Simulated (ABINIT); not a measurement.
# SnF3 (Fm-3m): a self-consistent loop beyond G0W0, cycle by cycle

How far does self-consistency move the gap of SnF3 (Fm-3m)?

Calculated with ABINIT 10.8.3; PBEsol and many-body steps on it, plane waves.

Report form: the programs' logs are mostly left out.

### 1. Set-up

It takes space group Fm-3m (No. 225, cubic). The conventional cell has a = 8.698 Å, b = 8.698 Å, c = 8.698 Å, α = 90.00°, β = 90.00°, γ = 90.00°. Nearest to Sn lie 6 F at 1.98 Å. Nearest to Sn lie 6 F at 2.36 Å. F has 2 Sn at 1.98 to 2.36 Å nearest. Farther neighbours and most contacts between anions are not listed.

Coordinates:

```cif
data_structure
_symmetry_space_group_name_H-M 'Fm-3m'
_symmetry_Int_Tables_number 225
_cell_length_a 8.6980
_cell_length_b 8.6980
_cell_length_c 8.6980
_cell_angle_alpha 90.000
_cell_angle_beta 90.000
_cell_angle_gamma 90.000
_cell_volume 658.04
loop_
_atom_site_label
_atom_site_type_symbol
_atom_site_symmetry_multiplicity
_atom_site_Wyckoff_symbol
_atom_site_fract_x
_atom_site_fract_y
_atom_site_fract_z
_atom_site_occupancy
Sn1 Sn 4 b 0.50000 0.00000 0.00000 1
Sn2 Sn 4 a 0.00000 0.00000 0.00000 1
F1 F 24 e 0.50000 0.22819 0.00000 1
```

The cell and positions are those that the Materials Project relaxed with its own functionals (PBE, PBE+U or r2SCAN), kept fixed.

### 2. Empty states on the mesh, 2×2×2 mesh, 213 bands

This step: ABINIT 10.8.3; DFT, PBEsol, plane waves, norm-conserving pseudopotentials.

The sums over transitions need many empty states on a uniform mesh; this step solves for them.

File run.abi:

```
acell 3*1.0 Angstrom
rprim 
  -0.000000000000 4.348975944800 4.348975944800
  4.348975944800 0.000000000000 4.348975944800
  4.348975944800 4.348975944800 -0.000000000000
ntypat 2
znucl 50 9
natom 8
typat 1 1 2 2 2 2 2 2
xred 
  0.500000000000 0.500000000000 0.500000000000
  0.000000000000 0.000000000000 -0.000000000000
  0.728190550000 0.271809450000 0.728190550000
  0.271809450000 0.271809450000 0.728190550000
  0.271809450000 0.728190550000 0.271809450000
  0.271809450000 0.728190550000 0.728190550000
  0.728190550000 0.271809450000 0.271809450000
  0.728190550000 0.728190550000 0.271809450000
pp_dirpath "pseudos"
pseudos "Sn.upf, F.upf"
ecut 38
ngkpt 2 2 2
nshiftk 1
shiftk 0 0 0
kptopt 1
chksymbreak 0
iscf -2
irdden 1
istwfk *1
nband 213
nbdbuf 18
tolwfr 1e-09
nstep 60
prtvol 0
indata_prefix "in"
outdata_prefix "out"
tmpdata_prefix "tmp"
```

Command:

```bash
OMP_NUM_THREADS=2 mpirun -n 3 abinit run.abi > log
```

It took 85 s on 3 MPI ranks of AMD EPYC 9R14 (Zen 4), shared host; peak memory 0.48 GiB; 6.7 min of CPU time.

Numbers from this step:

- gap: 2.831 eV
- k of the valence top: 0.5, 0.5, 0
- k of the conduction bottom: 0.5, 0, 0
- least direct gap: 3.379 eV
- k points computed: 3
- lowest point of the top converged band, above the valence top: 53.8981 eV

On this mesh the gap is 2.831 eV.

The density comes from a self-consistent run that is not shown.

### 3. Screening, 2×2×2 mesh, 195 bands, screening to 130.6 eV

The RPA dielectric matrix is built and inverted for each q.

This step: RPA screening on PBEsol, plane waves, norm-conserving pseudopotentials.

Edit run.abi of step 2 so:

```diff
@@ -26,10 +26,11 @@
 chksymbreak 0
-iscf -2
-irdden 1
 istwfk *1
-nband 213
-nbdbuf 18
-tolwfr 1e-09
-nstep 60
-prtvol 0
+occopt 1
+irdwfk 1
+optdriver 3
+nband 195
+ecuteps 4.8
+inclvkb 2
+awtr 1
+symchi 1
 indata_prefix "in"
```

Command:

```bash
OMP_NUM_THREADS=1 mpirun -n 8 abinit run.abi > log
```

Run time: 40 s. Hardware: 8 MPI ranks; peak memory 4.2 GiB; 5.3 min of CPU time.

This step gave:

```yaml
eps_infinity_with_local_fields_on_this_mesh_along_the_program_s_q_direction: 2.779
the_same_without_local_fields: 3.068
plasma_frequency: 26.85 eV
plane_waves_in_the_screening_matrix: 537
```

Local fields lower ε∞ by 9 %. On a Γ-centred mesh this coarse the value itself is usually too large, while a short band sum pulls it down.

### 4. G0W0

The self-energy is evaluated for the states that the input lists, and the levels follow from it, in one-shot runs by the linearised quasiparticle equation.

This step: G0W0 on PBEsol, plane waves, norm-conserving pseudopotentials.

Edit run.abi of step 3 so:

```diff
@@ -29,8 +29,19 @@
 irdwfk 1
-optdriver 3
+optdriver 4
 nband 195
+gwcalctyp 0
+ecutsigx 38
+symsigma 1
+nkptgw 3
+kptgw 
+  0.5000000000 0.5000000000 0.0000000000
+  0.5000000000 0.0000000000 0.0000000000
+  0.0000000000 0.0000000000 0.0000000000
+bdgw 
+  42 45
+  42 46
+  40 47
 ecuteps 4.8
-inclvkb 2
-awtr 1
-symchi 1
+irdscr 1
+ppmodel 1
 indata_prefix "in"
```

The job ended after 26 s (8 MPI ranks; peak memory 3.8 GiB; 3.4 min of CPU time).

This step gave:

- G0W0 gap on the points computed: 5.278 eV
- starting gap on the mesh: 2.831 eV
- k of the valence top: 0.5, 0.5, 0
- k of the conduction bottom: 0.5, 0, 0
- Z at the valence top: 0.821
- Z at the conduction bottom: 0.847
- least direct G0W0 gap on the computed points: 5.963 eV

The gap on the mesh goes from 2.83 eV to 5.28 eV, a correction of +2.45 eV.

### 5. evGW0, cycle 1

This step: evGW0 on PBEsol, plane waves, norm-conserving pseudopotentials.

Edit run.abi of step 4 so:

```diff
@@ -31,3 +31,3 @@
 nband 195
-gwcalctyp 0
+gwcalctyp 10
 ecutsigx 38
@@ -36,9 +36,9 @@
 kptgw 
+  0.0000000000 0.0000000000 0.0000000000
+  0.5000000000 0.0000000000 0.0000000000
   0.5000000000 0.5000000000 0.0000000000
-  0.5000000000 0.0000000000 0.0000000000
-  0.0000000000 0.0000000000 0.0000000000
 bdgw 
-  42 45
-  42 46
-  40 47
+  25 52
+  25 52
+  25 52
 ecuteps 4.8
```

The job ended after 1.7 min (8 MPI ranks; peak memory 8.1 GiB).

This step gave:

* quasiparticle gap on the points computed: 5.739 eV
* gap of the density functional on the mesh: 2.831 eV
* k of the valence top: 0.5, 0.5, 0
* k of the conduction bottom: 0.5, 0, 0
* Z at the valence top: 0.821
* Z at the conduction bottom: 0.847
* least direct quasiparticle gap on the computed points: 6.452 eV

Against G0W0 in ABINIT (2×2×2 mesh, 195 bands, screening to 130.6 eV, Godby-Needs plasmon pole), the gap moves by +0.461 eV. This first cycle still uses the starting levels; it takes the full correction, at all points of the mesh, and its linearised value is 5.278 eV.

### 6. evGW0, cycle 2

The corrected levels of the last cycle go back in.

Edit run.abi of step 5 so:

```diff
@@ -46,2 +46,3 @@
 ppmodel 1
+irdqps 1
 indata_prefix "in"
```

It took 1.8 min on 8 MPI ranks; peak memory 8.1 GiB.

This step gave:

* quasiparticle gap on the points computed: 5.519 eV
* gap of the density functional on the mesh: 2.831 eV
* k of the valence top: 0.5, 0.5, 0
* k of the conduction bottom: 0.5, 0, 0
* least direct quasiparticle gap on the computed points: 6.212 eV

Against the cycle before, the gap moves by −0.220 eV.

### 7. evGW0, cycle 3

run.abi is that of step 6.

Run time: 1.7 min. Hardware: 8 MPI ranks; peak memory 8.1 GiB.

This step gave:

- quasiparticle gap on the points computed: 5.535 eV
- gap of the density functional on the mesh: 2.831 eV
- k of the valence top: 0.5, 0.5, 0
- k of the conduction bottom: 0.5, 0, 0
- least direct quasiparticle gap on the computed points: 6.23 eV

Against the cycle before, the gap moves by +0.016 eV.

### 8. evGW0, cycle 4

run.abi is that of step 7.

Wall time 1.7 min (8 MPI ranks); peak memory 8.1 GiB.

Numbers from this step:

* quasiparticle gap on the points computed: 5.534 eV
* gap of the density functional on the mesh: 2.831 eV
* k of the valence top: 0.5, 0.5, 0
* k of the conduction bottom: 0.5, 0, 0
* least direct quasiparticle gap on the computed points: 6.229 eV

Against the cycle before, the gap moves by −0.001 eV.

### 9. Screening, 2×2×2 mesh, 195 bands, screening to 130.6 eV

This step: RPA screening on PBEsol, plane waves, norm-conserving pseudopotentials.

Edit run.abi of step 8 so:

```diff
@@ -29,20 +29,13 @@
 irdwfk 1
-optdriver 4
+optdriver 3
 nband 195
+ecuteps 4.8
+inclvkb 2
+awtr 1
+symchi 1
 gwcalctyp 10
-ecutsigx 38
-symsigma 1
-nkptgw 3
-kptgw 
-  0.0000000000 0.0000000000 0.0000000000
-  0.5000000000 0.0000000000 0.0000000000
-  0.5000000000 0.5000000000 0.0000000000
-bdgw 
-  25 52
-  25 52
-  25 52
-ecuteps 4.8
-irdscr 1
-ppmodel 1
-irdqps 1
+mbpt_sciss 3.009 eV
+nqptdm 1
+qptdm 
+  0 0 0
 indata_prefix "in"
```

Wall time 30 s (8 MPI ranks); peak memory 4.2 GiB.

This step gave:

| Property | Result |
| --- | --- |
| ε∞ with local fields, on this mesh, along the program's q direction | 2.236 |
| the same without local fields | 2.400 |
| plasma frequency | 26.85 eV |
| plane waves in the screening matrix | 537 |

This screening uses the functional's bands under a rigid shift, the mean opening of the cycle before.

### 10. Screening, 2×2×2 mesh, 195 bands, screening to 130.6 eV

This step: RPA screening on PBEsol from quasiparticle energies, plane waves, norm-conserving pseudopotentials.

Edit run.abi of step 9 so:

```diff
@@ -35,7 +35,8 @@
 symchi 1
+irdqps 1
 gwcalctyp 10
-mbpt_sciss 3.009 eV
-nqptdm 1
+nqptdm 2
 qptdm 
-  0 0 0
+  0.5000000000 0.0000000000 0.0000000000
+  0.5000000000 0.5000000000 0.0000000000
 indata_prefix "in"
```

File mrgscr.stdin:

```
2
merged
q0_SCR
out_SCR
1
```

Command:

```bash
OMP_NUM_THREADS=1 mpirun -n 8 abinit run.abi > log; mrgscr < mrgscr.stdin
```

Elapsed: 12 s, on 8 MPI ranks; peak memory 3.5 GiB.

Numbers from this step:

* plasma frequency: 26.85 eV
* plane waves in the screening matrix: 537

This screening reads the quasiparticle levels of the cycle before.

### 11. evGW, cycle 1

This step: evGW on PBEsol, plane waves, norm-conserving pseudopotentials.

Edit run.abi of step 10 so:

```diff
@@ -29,14 +29,20 @@
 irdwfk 1
-optdriver 3
+optdriver 4
 nband 195
-ecuteps 4.8
-inclvkb 2
-awtr 1
-symchi 1
-irdqps 1
 gwcalctyp 10
-nqptdm 2
-qptdm 
+ecutsigx 38
+symsigma 1
+nkptgw 3
+kptgw 
+  0.0000000000 0.0000000000 0.0000000000
   0.5000000000 0.0000000000 0.0000000000
   0.5000000000 0.5000000000 0.0000000000
+bdgw 
+  25 52
+  25 52
+  25 52
+ecuteps 4.8
+irdscr 1
+ppmodel 1
+irdqps 1
 indata_prefix "in"
```

Command:

```bash
OMP_NUM_THREADS=1 mpirun -n 8 abinit run.abi > log
```

Elapsed: 1.8 min, on 8 MPI ranks; peak memory 8.1 GiB; 14 min of CPU time.

This step gave:

```
quasiparticle gap on the points computed              : 6.072 eV
gap of the density functional on the mesh             : 2.831 eV
k of the valence top                                  : 0.5, 0.5, 0
k of the conduction bottom                            : 0.5, 0, 0
least direct quasiparticle gap on the computed points : 6.775 eV
```

Against G0W0 in ABINIT (2×2×2 mesh, 195 bands, screening to 130.6 eV, Godby-Needs plasmon pole), the gap moves by +0.794 eV.

### 12. Screening, 2×2×2 mesh, 195 bands, screening to 130.6 eV

This step: RPA screening on PBEsol, plane waves, norm-conserving pseudopotentials.

Edit run.abi of step 11 so:

```diff
@@ -29,20 +29,13 @@
 irdwfk 1
-optdriver 4
+optdriver 3
 nband 195
+ecuteps 4.8
+inclvkb 2
+awtr 1
+symchi 1
 gwcalctyp 10
-ecutsigx 38
-symsigma 1
-nkptgw 3
-kptgw 
-  0.0000000000 0.0000000000 0.0000000000
-  0.5000000000 0.0000000000 0.0000000000
-  0.5000000000 0.5000000000 0.0000000000
-bdgw 
-  25 52
-  25 52
-  25 52
-ecuteps 4.8
-irdscr 1
-ppmodel 1
-irdqps 1
+mbpt_sciss 3.572 eV
+nqptdm 1
+qptdm 
+  0 0 0
 indata_prefix "in"
```

Elapsed: 32 s, on 8 MPI ranks; peak memory 4.3 GiB.

Numbers from this step:

```yaml
eps_infinity_with_local_fields_on_this_mesh_along_the_program_s_q_direction: 2.175
the_same_without_local_fields: 2.328
plasma_frequency: 26.85 eV
plane_waves_in_the_screening_matrix: 537
```

This screening uses the functional's bands under a rigid shift, the mean opening of the cycle before.

### 13. Screening, 2×2×2 mesh, 195 bands, screening to 130.6 eV

This step: RPA screening on PBEsol from quasiparticle energies, plane waves, norm-conserving pseudopotentials.

Edit run.abi of step 12 so:

```diff
@@ -35,7 +35,8 @@
 symchi 1
+irdqps 1
 gwcalctyp 10
-mbpt_sciss 3.572 eV
-nqptdm 1
+nqptdm 2
 qptdm 
-  0 0 0
+  0.5000000000 0.0000000000 0.0000000000
+  0.5000000000 0.5000000000 0.0000000000
 indata_prefix "in"
```

mrgscr.stdin is that of step 10.

Command:

```bash
OMP_NUM_THREADS=1 mpirun -n 8 abinit run.abi > log; mrgscr < mrgscr.stdin
```

Run time: 14 s. Hardware: 8 MPI ranks; peak memory 3.5 GiB; 1.8 min of CPU time.

This step gave:

- plasma frequency: 26.85 eV
- plane waves in the screening matrix: 537

This screening reads the quasiparticle levels of the cycle before.

### 14. evGW, cycle 2

This step: evGW on PBEsol, plane waves, norm-conserving pseudopotentials.

Edit run.abi of step 13 so:

```diff
@@ -29,14 +29,20 @@
 irdwfk 1
-optdriver 3
+optdriver 4
 nband 195
-ecuteps 4.8
-inclvkb 2
-awtr 1
-symchi 1
-irdqps 1
 gwcalctyp 10
-nqptdm 2
-qptdm 
+ecutsigx 38
+symsigma 1
+nkptgw 3
+kptgw 
+  0.0000000000 0.0000000000 0.0000000000
   0.5000000000 0.0000000000 0.0000000000
   0.5000000000 0.5000000000 0.0000000000
+bdgw 
+  25 52
+  25 52
+  25 52
+ecuteps 4.8
+irdscr 1
+ppmodel 1
+irdqps 1
 indata_prefix "in"
```

Command:

```bash
OMP_NUM_THREADS=1 mpirun -n 8 abinit run.abi > log
```

Elapsed: 1.8 min, on 8 MPI ranks; peak memory 8.1 GiB.

This step gave:

```
quasiparticle gap on the points computed              : 6.13 eV
gap of the density functional on the mesh             : 2.831 eV
k of the valence top                                  : 0.5, 0.5, 0
k of the conduction bottom                            : 0.5, 0, 0
least direct quasiparticle gap on the computed points : 6.832 eV
```

Against the cycle before, the gap moves by +0.058 eV.

### 15. Screening, 2×2×2 mesh, 195 bands, screening to 130.6 eV

This step: RPA screening on PBEsol, plane waves, norm-conserving pseudopotentials.

Edit run.abi of step 14 so:

```diff
@@ -29,20 +29,13 @@
 irdwfk 1
-optdriver 4
+optdriver 3
 nband 195
+ecuteps 4.8
+inclvkb 2
+awtr 1
+symchi 1
 gwcalctyp 10
-ecutsigx 38
-symsigma 1
-nkptgw 3
-kptgw 
-  0.0000000000 0.0000000000 0.0000000000
-  0.5000000000 0.0000000000 0.0000000000
-  0.5000000000 0.5000000000 0.0000000000
-bdgw 
-  25 52
-  25 52
-  25 52
-ecuteps 4.8
-irdscr 1
-ppmodel 1
-irdqps 1
+mbpt_sciss 3.629 eV
+nqptdm 1
+qptdm 
+  0 0 0
 indata_prefix "in"
```

Wall time 34 s (8 MPI ranks); peak memory 4.3 GiB; 4.5 min of CPU time.

This step gave:

```yaml
eps_infinity_with_local_fields_on_this_mesh_along_the_program_s_q_direction: 2.170
the_same_without_local_fields: 2.321
plasma_frequency: 26.85 eV
plane_waves_in_the_screening_matrix: 537
```

This screening uses the functional's bands under a rigid shift, the mean opening of the cycle before.

### 16. Screening, 2×2×2 mesh, 195 bands, screening to 130.6 eV

This step: RPA screening on PBEsol from quasiparticle energies, plane waves, norm-conserving pseudopotentials.

Edit run.abi of step 15 so:

```diff
@@ -35,7 +35,8 @@
 symchi 1
+irdqps 1
 gwcalctyp 10
-mbpt_sciss 3.629 eV
-nqptdm 1
+nqptdm 2
 qptdm 
-  0 0 0
+  0.5000000000 0.0000000000 0.0000000000
+  0.5000000000 0.5000000000 0.0000000000
 indata_prefix "in"
```

mrgscr.stdin is that of step 13.

Command:

```bash
OMP_NUM_THREADS=1 mpirun -n 8 abinit run.abi > log; mrgscr < mrgscr.stdin
```

The job ended after 12 s (8 MPI ranks; peak memory 3.5 GiB).

This step gave:

```
plasma frequency                    : 26.85 eV
plane waves in the screening matrix : 537
```

This screening reads the quasiparticle levels of the cycle before.

### 17. evGW, cycle 3

This step: evGW on PBEsol, plane waves, norm-conserving pseudopotentials.

Edit run.abi of step 16 so:

```diff
@@ -29,14 +29,20 @@
 irdwfk 1
-optdriver 3
+optdriver 4
 nband 195
-ecuteps 4.8
-inclvkb 2
-awtr 1
-symchi 1
-irdqps 1
 gwcalctyp 10
-nqptdm 2
-qptdm 
+ecutsigx 38
+symsigma 1
+nkptgw 3
+kptgw 
+  0.0000000000 0.0000000000 0.0000000000
   0.5000000000 0.0000000000 0.0000000000
   0.5000000000 0.5000000000 0.0000000000
+bdgw 
+  25 52
+  25 52
+  25 52
+ecuteps 4.8
+irdscr 1
+ppmodel 1
+irdqps 1
 indata_prefix "in"
```

Command:

```bash
OMP_NUM_THREADS=1 mpirun -n 8 abinit run.abi > log
```

Wall time 1.8 min (8 MPI ranks); peak memory 8.1 GiB.

This step gave:

| Item | Value |
| --- | --- |
| quasiparticle gap on the points computed | 6.137 eV |
| gap of the density functional on the mesh | 2.831 eV |
| k of the valence top | 0.5, 0.5, 0 |
| k of the conduction bottom | 0.5, 0, 0 |
| least direct quasiparticle gap on the computed points | 6.839 eV |

Against the cycle before, the gap moves by +0.007 eV.

### 18. The runs together

Times are wall times on 8 MPI ranks of AMD EPYC 9R14 (Zen 4), shared host, good to a factor of about two. A run's time includes the screening step that it read.

```
           run   mesh  bands  screening cutoff (eV)  DFT gap (eV)  gap on the mesh (eV)  direct (eV)  ε∞ used     time
          G0W0  2×2×2    195                  130.6         2.831                 5.278        5.963     2.78     66 s
evGW0, cycle 1  2×2×2    195                  130.6         2.831                 5.739        6.452     2.78  2.4 min
evGW0, cycle 2  2×2×2    195                  130.6         2.831                 5.519        6.212     2.78  2.4 min
evGW0, cycle 3  2×2×2    195                  130.6         2.831                 5.535        6.230     2.78  2.4 min
evGW0, cycle 4  2×2×2    195                  130.6         2.831                 5.534        6.229     2.78  2.4 min
 evGW, cycle 1  2×2×2    195                  130.6         2.831                 6.072        6.775     2.24  2.5 min
 evGW, cycle 2  2×2×2    195                  130.6         2.831                 6.130        6.832     2.18  2.6 min
 evGW, cycle 3  2×2×2    195                  130.6         2.831                 6.137        6.839     2.17  2.5 min
```

### 19. Results

| Item | Value |
| --- | --- |
| G0W0 | 5.278 eV |
| evGW0, cycle 1 | 5.739 eV |
| evGW0, cycle 2 | 5.519 eV |
| evGW0, cycle 3 | 5.535 eV |
| evGW0, cycle 4 | 5.534 eV |
| evGW, cycle 1 | 6.072 eV |
| evGW, cycle 2 | 6.130 eV |
| evGW, cycle 3 | 6.137 eV |
| known limits | not at the basis limit; no spin-orbit coupling; coarse k mesh |

In words: Only the bands that the input lists are updated; the others, empty or deep, keep the functional's energies or take a rigid shift. The evGW loop starts from the last levels of evGW0, so its cycles and time come on top of those. evGW0 ends at 5.53 eV, +0.26 eV from G0W0, after 4 cycles that took 7 min beside the first screening; the last moved the gap by 0.001 eV. evGW ends at 6.14 eV, +0.86 eV from G0W0, after 3 cycles that took 7.6 min beside the first screening; the last moved the gap by 0.007 eV. The first cycle of evGW0 takes the full correction, without the factor Z, so it overshoots the one-shot value. Bands and cutoff are finite, so the gap is not at the basis limit. The miss can reach some tenths of an eV and take either sign; the mesh is an error of its own. The 2×2×2 mesh is coarse for this cell, which bears on the long-range parts of exchange and screening. In the updated screening the q = 0 part is built from Kohn-Sham bands under a rigid shift, the other q from the quasiparticle levels. The many-body steps are scalar-relativistic: spin-orbit coupling is not in them.

[Paths, hosts, dates, memory and timing lines, banners, echoed tables and standing remarks are left out of the program output.]

[Logs are printed without paths, hosts, clocks, repeated set-up lines and the standing remarks that a program may print on its own settings, such as how far it seeks lower states.]

[Runs of the session that timed out or met a known fault of the program may be left out.]

[Hosts, paths, dates, database ids (printed as entryN), source tags and the programs' standing remarks are cut or masked in the printed files.]

[G0W0 gaps are taken among the corrected bands and points alone; a level outside them can change the order at an edge.]

[Where Ansatz stands beside ABINIT at settings called matched, ABINIT's density can come from a denser mesh and the files from another edition; pairs whose starting gaps differed by over 0.03 eV were left out, so agreement reads better than it is.]
